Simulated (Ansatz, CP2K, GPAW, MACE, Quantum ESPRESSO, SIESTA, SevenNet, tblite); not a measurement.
## Amorphous polyisobutylene (as short chains C10H22) at 400 K (64 atoms): runs against a plane-wave reference

Density of this cell: 0.821 g/cm³. The cell holds 64 atoms: 20 C and 44 H. Cell: a = 8.318 Å, b = 8.318 Å, c = 8.318 Å, α = 90.0°, β = 90.0°, γ = 90.0°. 2 polyisobutylene chains of 2 units with methyl end groups placed at random, at 0.821 g/cm³; overlaps pushed apart, then 20 ps at 800 K with MMFF94 bonds, angles, torsions, charges and radii (Halgren, J. Comput. Chem. 17, 490 (1996)) in harmonic and 12-6 forms. Snapshot after 30 ps at 400 K and fixed volume. Then every atom was moved at random, 0.03 Å r.m.s. a Cartesian component (hydrogen 0.6 of that).

Geometry: as built.

The reference, a calculation:

```
method                                           : Kohn-Sham DFT, PBE, PAW, plane waves (Ansatz 0.2.0); cutoff 420 eV, Γ point, fermi-dirac smearing of 0.05 eV; PAW set soft_2
r.m.s. force component                           : 1.453 eV/Å
longest force                                    : 6.788 eV/Å
pressure                                         : 4.415 GPa
gap (highest filled to lowest empty level) : 5.391 eV
SCF cycles                                       : 8
time                                             : 4.1 s on 4 threads of Arm Neoverse V1, shared host
CPU time                                         : 13 s
```

Runs, in no order:
A. QE PBE, sssp-1.3.0-efficiency, 45/360 Ry: Kohn-Sham DFT, PBE, SSSP efficiency 1.3.0 pseudopotentials, plane waves
B. CP2K LDA, DZVP-MOLOPT-SR, 450/50 Ry, OT CG: Kohn-Sham DFT, LDA, GTH-PADE pseudopotentials, Gaussian and plane waves, DZVP-MOLOPT-SR-GTH, orbital transformation
C. GPAW PBE, LCAO dzp, h 0.2 Å, other mixer settings: Kohn-Sham DFT, PBE, PAW, atomic orbitals (dzp)
D. CP2K PBE+D3(BJ), DZVP-MOLOPT-SR, 450/50 Ry, OT CG: Kohn-Sham DFT, PBE+D3(BJ), GTH-PBE pseudopotentials, Gaussian and plane waves, DZVP-MOLOPT-SR-GTH, orbital transformation
E. MACE MP-0b2 small potential: machine-learned interatomic potential MACE MP-0b2 small, trained on PBE(+U) plane-wave data

**Question.** Rank the runs by how far their forces lie from the reference's, least first.

A, D, E, B, C.

```
                                                 run  Δ force, r.m.s. (meV/Å)  share of r.m.s. force (%)  CPU time
         A. QE PBE, sssp-1.3.0-efficiency, 45/360 Ry                     8.61                      0.592      45 s
D. CP2K PBE+D3(BJ), DZVP-MOLOPT-SR, 450/50 Ry, OT CG                     58.3                       4.01     7 min
                      E. MACE MP-0b2 small potential                      105                       7.24     7.2 s
       B. CP2K LDA, DZVP-MOLOPT-SR, 450/50 Ry, OT CG                      156                       10.8   6.5 min
C. GPAW PBE, LCAO dzp, h 0.2 Å, other mixer settings                      295                       20.3      41 s
```

Machine-learned potentials mimic data converged in k, so the reference's own k-point error enters their differences. The network of contacts between molecules at the start is that of the classical potential that made the cell, and needn't be the one that DFT or experiment would give. The electronic-structure runs sample only Γ, in a cell whose shortest periodic width is 8 Å.

[Logs are printed without paths, hosts, clocks, repeated set-up lines and the standing remarks that a program may print on its own settings, such as how far it seeks lower states.]

[Hosts, paths, dates, database ids (printed as entryN), source tags and the programs' standing remarks are cut or masked in the printed files.]

[The MMFF94 radii named for the starting cell were scaled by 0.96; in molecules described by MMFF94, hydrogen bound to N, O or S took a small fixed 12-6 site in their place.]
